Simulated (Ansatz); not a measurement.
## Tc of K (Im-3m) from its phonons

Aim: the phonon-mediated transition temperature of K (Im-3m) at ambient pressure, over a range of μ*. The cell shown first is a relaxed one, from steps not shown here.

Main program and level: Ansatz 0.2.0; DFT PBE, scalar-relativistic, plane waves, PAW.

## (1) The cell after earlier relaxation steps

The structure is cubic, space group Im-3m (No. 229). Conventional cell: a = 5.286 Å, b = 5.286 Å, c = 5.286 Å, α = 90.00°, β = 90.00°, γ = 90.00°. Nearest to K lie 8 K at 4.58 Å.

Structure file:

```cif
data_structure
_symmetry_space_group_name_H-M 'Im-3m'
_symmetry_Int_Tables_number 229
_cell_length_a 5.2858
_cell_length_b 5.2858
_cell_length_c 5.2858
_cell_angle_alpha 90.000
_cell_angle_beta 90.000
_cell_angle_gamma 90.000
_cell_volume 147.68
loop_
_atom_site_label
_atom_site_type_symbol
_atom_site_symmetry_multiplicity
_atom_site_Wyckoff_symbol
_atom_site_fract_x
_atom_site_fract_y
_atom_site_fract_z
_atom_site_occupancy
K1 K 2 a 0.00000 0.00000 0.00000 1
```

## (2) Coupling and resistivity: q 2×2×2, k 6×6×6, scattering 8×8×8

The run that gives the couplings also evaluates McMillan's and Allen and Dynes's formulas and, where asked, the Eliashberg equations, over a range of μ*.

input.yaml

```yaml
crystal:
  lattice:
    - [-2.6428919926, 2.6428919926, 2.6428919926]
    - [2.6428919926, -2.6428919926, 2.6428919926]
    - [2.6428919926, 2.6428919926, -2.6428919926]
  atoms:
    - { symbol: K, position: [0.0, 0.0, 0.0] }
kpoints:
  mp_grid: { grid: [6, 6, 6] }
hamiltonian:
  xc: pbe
scf:
  occupations: { method: methfessel_paxton, width: 0.2 }
output:
  eigenvalues: true
phonons:
  method: dfpt
  qmesh: [2, 2, 2]
  temperatures: { t_max: 1000, t_step: 50 }
  qpath:
    path:
      - [[0.0, 0.0, 0.0], [0.5, -0.5, 0.5], [0.0, 0.0, 0.5], [0.0, 0.0, 0.0], [0.25, 0.25, 0.25], [0.5, -0.5, 0.5]]
      - [[0.25, 0.25, 0.25], [0.0, 0.0, 0.5]]
    npoints: 10
  electrical_resistivity:
    mesh: [8, 8, 8]
    temperatures: [20.0, 50.0, 80.0, 100.0, 150.0, 200.0, 273.0, 300.0, 400.0, 500.0, 600.0, 800.0]
  superconductivity: { mesh: [8, 8, 8] }
```

Run with:

```sh
$ ansatz run input.yaml --threads 4 --pin off --max-ram 10240MiB --backend cpu --events-out ev --progress --plain --runs-dir out
```

Numbers of over 12 decimals in the logs are rounded to 6 here.

The log of the run:

```text
Engine: ansatz 0.2.0, aarch64-unknown-linux-gnu
Pseudopotentials: kind: paw
Pseudopotential: K, paw, valence charge 9, recommended cutoff 420 eV (normal), K.paw.azcp
Functional definition: PBE
  parameter kappa = 0.804
  parameter beta = 0.066725
  exchange = pbe_x(kappa = kappa, mu = beta*pi^2/3)
  correlation = pbe_c(beta = beta)
Crystal: 1 atoms, lattice volume = 73.841 Å³
Basis set: ecut = 420 eV, 1481 PW (Γ), exchange–correlation on 64×64×64 points (8 copies of the dense FFT grid, shifted against one another)
Bands: 9, of which v1, the nominal top of the filled ones, is band 5 counted from 1 (4 counted from 0)
Symmetry: 48 space group operations
k-points: 16 of 216
Non-local potential: K, projectors of the file, l = 0: 3, l = 1: 2, l = 2: 2
PAW form: soft (Blöchl's): semilocal exchange-correlation on the pseudo side does not see the compensation charge
PAW one-centre angular grid: K, 110 points (default); XC on 64 Gauss nodes
Initial density: superposition of atomic densities (neutral atoms: chi_scale 0, normalization atom), corrected by the library's trained network
Initial wavefunctions: pseudopotential atomic-orbital guess
Functional: x = pbe(κ = 0.804, μ = 0.219515), c = pbe(β = 0.066725)
SCF iter   1: F=—  HF=-1537.769289 eV  |F-HF|=—  |Δ(HF+E_count)|=         —  Δρ=3.20e-4  dr2=4.12e-5  ethr=1.77e-3  ⟨swp⟩=5.0  Hψ=999  notcnv=0
preconditioner: auto → none  [insulator: Δε(μ)=0.277 eV  Ē_g=4.150 eV  σ=0.200 eV  W_gap=0.60  n_scr=12 (ndim 8)  ℏωp=4.3 eV  f_vac=0.000  D(μ)=1.84/eV (n_scr^D=12)  ε∞_Penn≈2.1]
SCF iter   2: F=—  HF=-1537.769132 eV  |F-HF|=—  |Δ(HF+E_count)|=   1.56e-4  S|Δr|=    0.00e0  Δρ=2.29e-4  dr2=3.64e-5  ethr=4.57e-7  ⟨swp⟩=2.1  Hψ=347  notcnv=0
SCF iter   3: F=—  HF=-1537.769194 eV  |F-HF|=—  |Δ(HF+E_count)|=   6.19e-5  S|Δr|=    0.00e0  Δρ=7.67e-5  dr2=2.58e-6  ethr=4.04e-7  ⟨swp⟩=2.0  Hψ=213  notcnv=0
SCF iter   4: F=—  HF=-1537.769206 eV  |F-HF|=—  |Δ(HF+E_count)|=   1.15e-5  S|Δr|=    0.00e0  Δρ=5.87e-5  dr2=2.30e-6  ethr=2.87e-8  ⟨swp⟩=2.7  Hψ=200  notcnv=0
SCF iter   5: F=—  HF=-1537.769204 eV  |F-HF|=—  |Δ(HF+E_count)|=   2.20e-6  S|Δr|=    0.00e0  Δρ=5.07e-6  dr2=1.71e-8  ethr=2.56e-8  ⟨swp⟩=2.1  Hψ=211  notcnv=0
SCF iter   6: F=—  HF=-1537.769203 eV  |F-HF|=—  |Δ(HF+E_count)|=   4.78e-7  S|Δr|=    0.00e0  Δρ=1.31e-6  dr2=1.13e-9  ethr=1.90e-10  ⟨swp⟩=2.2  Hψ=204  notcnv=0
SCF iter   7: F=—  HF=-1537.769203 eV  |F-HF|=—  |Δ(HF+E_count)|=  5.53e-10  S|Δr|=    0.00e0  Δρ=2.88e-7  dr2=5.48e-11  ethr=1.26e-11  ⟨swp⟩=2.0  Hψ=190  notcnv=0
SCF iter   8: F=-1537.769203 eV  HF=-1537.769203 eV  |F-HF|=1.82e-12  |Δ(HF+E_count)|=  2.71e-11  S|Δr|=    0.00e0  Δρ=6.07e-8  dr2=2.40e-12  ethr=1.00e-12  ⟨swp⟩=5.2  Hψ=515  notcnv=0
SCF 1 converged in 8 iterations: F = -1537.769203 eV  dr2 = 2.40e-12
  greatest PAW one-centre occupation: 0.988 electrons in one spin orbital (limit 2), on the K atom at site 0 (counted from 0), in its partial waves of l = 0
NSCF: frozen V_eff on 16 k-points
NSCF: frozen V_eff on 30 k-points
DFPT response loops at q = (0, 0, 0) (fractional): preconditioner auto → Kerker (q_TF=auto, 1.921 Å⁻¹) (partly filled bands, converged f_vac=0.000); β = 1.00, the filter's whole step (`scf.mixing.beta` (0.50) is not read by the response loops under this deck's `scf.mixing.preconditioner`; to damp them name `kerker` or `kerker_dos`, under which they read `scf.mixing.beta`, and type it under 1.00, their step now; both keys bind the ground state too); Broyden in place of MSR1
NSCF: frozen V_eff on 136 k-points
DFPT response loops at q = (0, 0, -0.5) (fractional): mixed as the last ones told, above
NSCF: frozen V_eff on 60 k-points
DFPT response loops at q = (-0.5, -0.5, -0.5) (fractional): mixed as the last ones told, above
SCF iter   1: F=—  HF=-1537.769289 eV  |F-HF|=—  |Δ(HF+E_count)|=         —  Δρ=3.20e-4  dr2=4.12e-5  ethr=1.77e-3  ⟨swp⟩=5.0  Hψ=999  notcnv=0
SCF iter   2: F=—  HF=-1537.769132 eV  |F-HF|=—  |Δ(HF+E_count)|=   1.56e-4  S|Δr|=    0.00e0  Δρ=2.29e-4  dr2=3.64e-5  ethr=4.57e-7  ⟨swp⟩=2.1  Hψ=347  notcnv=0
SCF iter   3: F=—  HF=-1537.769194 eV  |F-HF|=—  |Δ(HF+E_count)|=   6.19e-5  S|Δr|=    0.00e0  Δρ=7.67e-5  dr2=2.58e-6  ethr=4.04e-7  ⟨swp⟩=2.0  Hψ=213  notcnv=0
SCF iter   4: F=—  HF=-1537.769206 eV  |F-HF|=—  |Δ(HF+E_count)|=   1.15e-5  S|Δr|=    0.00e0  Δρ=5.87e-5  dr2=2.30e-6  ethr=2.87e-8  ⟨swp⟩=2.7  Hψ=200  notcnv=0
SCF iter   5: F=—  HF=-1537.769204 eV  |F-HF|=—  |Δ(HF+E_count)|=   2.20e-6  S|Δr|=    0.00e0  Δρ=5.07e-6  dr2=1.71e-8  ethr=2.56e-8  ⟨swp⟩=2.1  Hψ=211  notcnv=0
SCF iter   6: F=—  HF=-1537.769203 eV  |F-HF|=—  |Δ(HF+E_count)|=   4.78e-7  S|Δr|=    0.00e0  Δρ=1.31e-6  dr2=1.13e-9  ethr=1.90e-10  ⟨swp⟩=2.2  Hψ=204  notcnv=0
SCF iter   7: F=—  HF=-1537.769203 eV  |F-HF|=—  |Δ(HF+E_count)|=  5.53e-10  S|Δr|=    0.00e0  Δρ=2.88e-7  dr2=5.48e-11  ethr=1.26e-11  ⟨swp⟩=2.0  Hψ=190  notcnv=0
SCF iter   8: F=-1537.769203 eV  HF=-1537.769203 eV  |F-HF|=1.82e-12  |Δ(HF+E_count)|=  2.71e-11  S|Δr|=    0.00e0  Δρ=6.02e-8  dr2=2.40e-12  ethr=1.00e-12  ⟨swp⟩=2.0  Hψ=280  notcnv=0
SCF 2 converged in 8 iterations: F = -1537.769203 eV  dr2 = 2.40e-12
NSCF: frozen V_eff on 29 k-points
SCF converged after 8 iterations
Stability not checked: this state was not tested for a lower state beside it, because cold or Methfessel-Paxton smearing, or corrected tetrahedra, fill the levels in a way that the test cannot read (fill_not_monotonic; see scf.lower_state_search)
Free energy (F): -1537.769203 eV
Harris-Foulkes:  -1537.769203 eV  (|F-HF|=1.82e-12)
Internal energy: -1537.758670 eV  (E = F + TS)
E sigma→0 (E₀):  -1537.766570 eV
Entropy (-TS):   -0.010533 eV (-10.533 meV/atom)
Fermi energy:    1.761580 eV
--- Per-component energies (eV) ---
  E_band       = -142.993353
  E_kinetic    = 252.241313
  E_local      = -755.368195  (includes V_loc(G=0)·N_el)
  E_nonlocal   = 12.925415
  E_hartree    = 269.577544
  E_xc         = -133.769291
  E_vxc        = -163.054408  (∫ρ·V_xc dr)
  E_paw        = -781.845319  (= ΣΔE_a)
  E_vpaw       = -28.892606  (= ΣTr[D̂ρ^β])
  E_aug_tail   = -0.000003  (compensation charges beyond the density's cutoff)
  E_ewald      = -401.520134
  E_smearing   = -0.010533  (= −TS)
  E_closure    = 0.000000  (closes the sum)
  Σ components = -1537.769203   (vs F -1537.769203, Δ=0.00e0)
--- Band table (eV; the first three rows and the last of 16) ---
  k-point 0: bands = ["-30.3853", "-13.8361", "-13.8361", "-13.8361", "-0.4060", "6.0241", "6.0241", "6.0241", "6.9196"]
  k-point 1: bands = ["-30.3843", "-13.8529", "-13.8417", "-13.8360", "-0.0655", "5.3979", "5.6500", "6.2924", "6.6792"]
[...]
mean free path at 20 K (of a tensor a third of its trace): 1441 nm by what each carries, 1331 by the Fermi surface alone
  Hall coefficient in a weak field at 20 K (a third of the trace): -4.502e-10 m³/C (as a tensor it moves by 26.4 % between the two finest meshes); by each state's relaxation time: -4.871e-10 m³/C; by a constant relaxation time: -4.443e-10 m³/C
  mean free path at 50 K (of a tensor a third of its trace): 249 nm by what each carries, 240 by the Fermi surface alone
  Hall coefficient in a weak field at 50 K (a third of the trace): -4.465e-10 m³/C (as a tensor it moves by 16.3 % between the two finest meshes); by each state's relaxation time: -4.526e-10 m³/C; by a constant relaxation time: -4.442e-10 m³/C
  mean free path at 80 K (of a tensor a third of its trace): 136 nm by what each carries, 132 by the Fermi surface alone
  Hall coefficient in a weak field at 80 K (a third of the trace): -4.440e-10 m³/C (as a tensor it moves by 15.0 % between the two finest meshes); by each state's relaxation time: -4.459e-10 m³/C; by a constant relaxation time: -4.440e-10 m³/C
  mean free path at 100 K (of a tensor a third of its trace): 106 nm by what each carries, 103 by the Fermi surface alone
  Hall coefficient in a weak field at 100 K (a third of the trace): -4.434e-10 m³/C (as a tensor it moves by 14.9 % between the two finest meshes); by each state's relaxation time: -4.448e-10 m³/C; by a constant relaxation time: -4.440e-10 m³/C
  mean free path at 150 K (of a tensor a third of its trace): 68.5 nm by what each carries, 66.6 by the Fermi surface alone
  Hall coefficient in a weak field at 150 K (a third of the trace): -4.431e-10 m³/C (as a tensor it moves by 14.7 % between the two finest meshes); by each state's relaxation time: -4.442e-10 m³/C; by a constant relaxation time: -4.440e-10 m³/C
  mean free path at 200 K (of a tensor a third of its trace): 50.9 nm by what each carries, 49.5 by the Fermi surface alone
  Hall coefficient in a weak field at 200 K (a third of the trace): -4.432e-10 m³/C (as a tensor it moves by 14.7 % between the two finest meshes); by each state's relaxation time: -4.442e-10 m³/C; by a constant relaxation time: -4.441e-10 m³/C
  mean free path at 273 K (of a tensor a third of its trace): 37.0 nm by what each carries, 36.0 by the Fermi surface alone
  Hall coefficient in a weak field at 273 K (a third of the trace): -4.434e-10 m³/C (as a tensor it moves by 14.5 % between the two finest meshes); by each state's relaxation time: -4.443e-10 m³/C; by a constant relaxation time: -4.442e-10 m³/C
  mean free path at 300 K (of a tensor a third of its trace): 33.7 nm by what each carries, 32.7 by the Fermi surface alone
  Hall coefficient in a weak field at 300 K (a third of the trace): -4.435e-10 m³/C (as a tensor it moves by 14.5 % between the two finest meshes); by each state's relaxation time: -4.444e-10 m³/C; by a constant relaxation time: -4.443e-10 m³/C
  mean free path at 400 K (of a tensor a third of its trace): 25.2 nm by what each carries, 24.5 by the Fermi surface alone
  Hall coefficient in a weak field at 400 K (a third of the trace): -4.439e-10 m³/C (as a tensor it moves by 14.5 % between the two finest meshes); by each state's relaxation time: -4.445e-10 m³/C; by a constant relaxation time: -4.445e-10 m³/C
  mean free path at 500 K (of a tensor a third of its trace): 20.2 nm by what each carries, 19.5 by the Fermi surface alone
  Hall coefficient in a weak field at 500 K (a third of the trace): -4.442e-10 m³/C (as a tensor it moves by 14.5 % between the two finest meshes); by each state's relaxation time: -4.447e-10 m³/C; by a constant relaxation time: -4.446e-10 m³/C
  mean free path at 600 K (of a tensor a third of its trace): 16.8 nm by what each carries, 16.2 by the Fermi surface alone
  Hall coefficient in a weak field at 600 K (a third of the trace): -4.445e-10 m³/C (as a tensor it moves by 14.6 % between the two finest meshes); by each state's relaxation time: -4.448e-10 m³/C; by a constant relaxation time: -4.448e-10 m³/C
  mean free path at 800 K (of a tensor a third of its trace): 12.7 nm by what each carries, 12.1 by the Fermi surface alone
  Hall coefficient in a weak field at 800 K (a third of the trace): -4.452e-10 m³/C (as a tensor it moves by 14.9 % between the two finest meshes); by each state's relaxation time: -4.449e-10 m³/C; by a constant relaxation time: -4.449e-10 m³/C
  the resistivity times a path that all electrons share, by the Fermi surface of the deck's mesh alone (a third of the trace): 2.254e-15 Ω·m²
  not converged in the mesh (λ; λ_tr; the resistivity at 20 K by 44.26 %; the resistivity at 50 K by 42.98 %; the resistivity at 80 K by 42.78 %; the resistivity at 100 K by 40.40 %; the resistivity at 150 K by 42.28 %; the resistivity at 200 K by 41.73 %; the resistivity at 273 K by 41.06 %; the resistivity at 300 K by 40.87 %; the resistivity at 400 K by 41.01 %; the resistivity at 500 K by 41.76 %; the resistivity [...]
  vibrations of 8 cells: unjudged by the run; compare a larger repeat
  the changes of the potential over all sites missed a rigid shift's by 0.00 % (the site terms' by 0.10 %)
  between the force constants' wavevectors the phonons are obtained by Fourier interpolation alone: along a vector of fewer than three repeats the shortest translation of the supercell is 9.155 Å, and under 11.444 Å the phonon self-energy is left out by default: enlarge phonons.supercell (under dfpt, phonons.qmesh)
--- Superconductivity: potentials and phonons of a 2×2×2 supercell ---
           mesh         λ    ħω_log (meV)  μ* declared at (meV)
          8×8×8    0.1468           5.878                6.769
          4×4×4    0.1544           5.868                6.886
  λ by the species' shares of the modes' patterns: K 0.1468
  with the Fermi level up to 9.2 meV (the hardest mode) off, states and modes as they are: density of states 0.3971 to 0.3995 /eV of one spin and cell, λ 0.1464 to 0.1471
  transition temperature on the deck's mesh (K), isotropic and anisotropic, restricted to the Fermi surface (FSR) and over the full bandwidth (FBW), and the last with the density of states resolved in a narrower window:
        μ*   McMillan   Allen–Dynes      iso. FSR      iso. FBW    aniso. FSR    aniso. FBW  narrow window
      0.08      0.000         0.000    none_found    none_found    none_found    none_found     none_found
      0.10      0.000         0.000    none_found    none_found    none_found    none_found     none_found
      0.12      0.000         0.000    none_found    none_found    none_found    none_found     none_found
      0.13      0.000         0.000    none_found    none_found    none_found    none_found     none_found
      0.14          -             -    none_found    none_found    none_found    none_found     none_found
      0.16          -             -    none_found    none_found    none_found    none_found     none_found
      0.20          -             -    none_found    none_found    none_found    none_found     none_found
  none_found: no transition down to 0.1 K
  isotope coefficients −∂ln Tc/∂ln M under μ* = 0.13, the force constants as they are, of the isotropic transitions restricted to the Fermi surface and over the full bandwidth: K - and -
  not converged in the mesh (λ): between neighbouring meshes, the two finest first, λ moves by 5.19 % and the anisotropic transition temperature over the full bandwidth at μ* = 0.13 by nothing (neither mesh has one); converged means that the two finest part by at most 2.00 % and 5.00 %
  vibrations of 8 cells: unjudged by the run; compare a larger repeat
  the changes of the potential over all sites missed a rigid shift's by 0.00 % (the site terms' by 0.10 %)
  between the force constants' wavevectors the phonons are obtained by Fourier interpolation alone: along a vector of fewer than three repeats the shortest translation of the supercell is 9.155 Å, and under 11.444 Å the phonon self-energy is left out by default: enlarge phonons.supercell (under dfpt, phonons.qmesh)
```

Elapsed: 7.3 s, on 4 threads of Arm Neoverse V2, shared host; peak memory 0.44 GiB; 24 s of CPU time.

This step gave:

| Quantity | Value |
| --- | --- |
| volume per atom | 73.84 Å³ |
| metallic on mesh | yes |
| gap on the k-mesh | 0 eV |
| zero point energy | 0.009095 eV/cell |
| share of imaginary modes in the plain interpolation between solved wavevectors | 0 |
| highest frequency, solved or plainly interpolated | 74.5 cm⁻¹ |
| Debye temperature (second moment) | 96 K |
| resistivity at 300 K | 6.889 μΩ cm |
| coupling constant λ | 0.1468 |
| density of states at the Fermi level | 0.3983 states/eV a spin and cell |
| log mean phonon energy ħω_log | 5.878 meV |
| transport coupling constant λ_tr | 0.1, 0.1, 0.1 (xx, yy, zz) |
| Drude plasma energy | 4.124, 4.124, 4.124 eV (xx, yy, zz) |
| resistivity times mean free path | 22.54, 22.54, 22.54 × 10⁻¹⁶ Ω m² (xx, yy, zz) |
| second-moment phonon energy ħω₂ | 6.769 meV |
| coupling λ by branch | 0.0343, 0.0162, 0.0962 (branches by rank of frequency) |

An empty cell: under 1 mK by a formula, or no transition down to the floor of the Eliashberg search. Transition temperatures:

```
  μ*  McMillan Tc (K)  Allen–Dynes Tc (K)
0.08                -                   -
 0.1                -                   -
0.12                -                   -
0.13                -                   -
0.14                -                   -
0.16                -                   -
 0.2                -                   -
```

[end of part 1 of 2]

[Logs are printed without paths, hosts, clocks, repeated set-up lines and the standing remarks that a program may print on its own settings, such as how far it seeks lower states.]

[Hosts, paths, dates, database ids (printed as entryN), source tags and the programs' standing remarks are cut or masked in the printed files.]
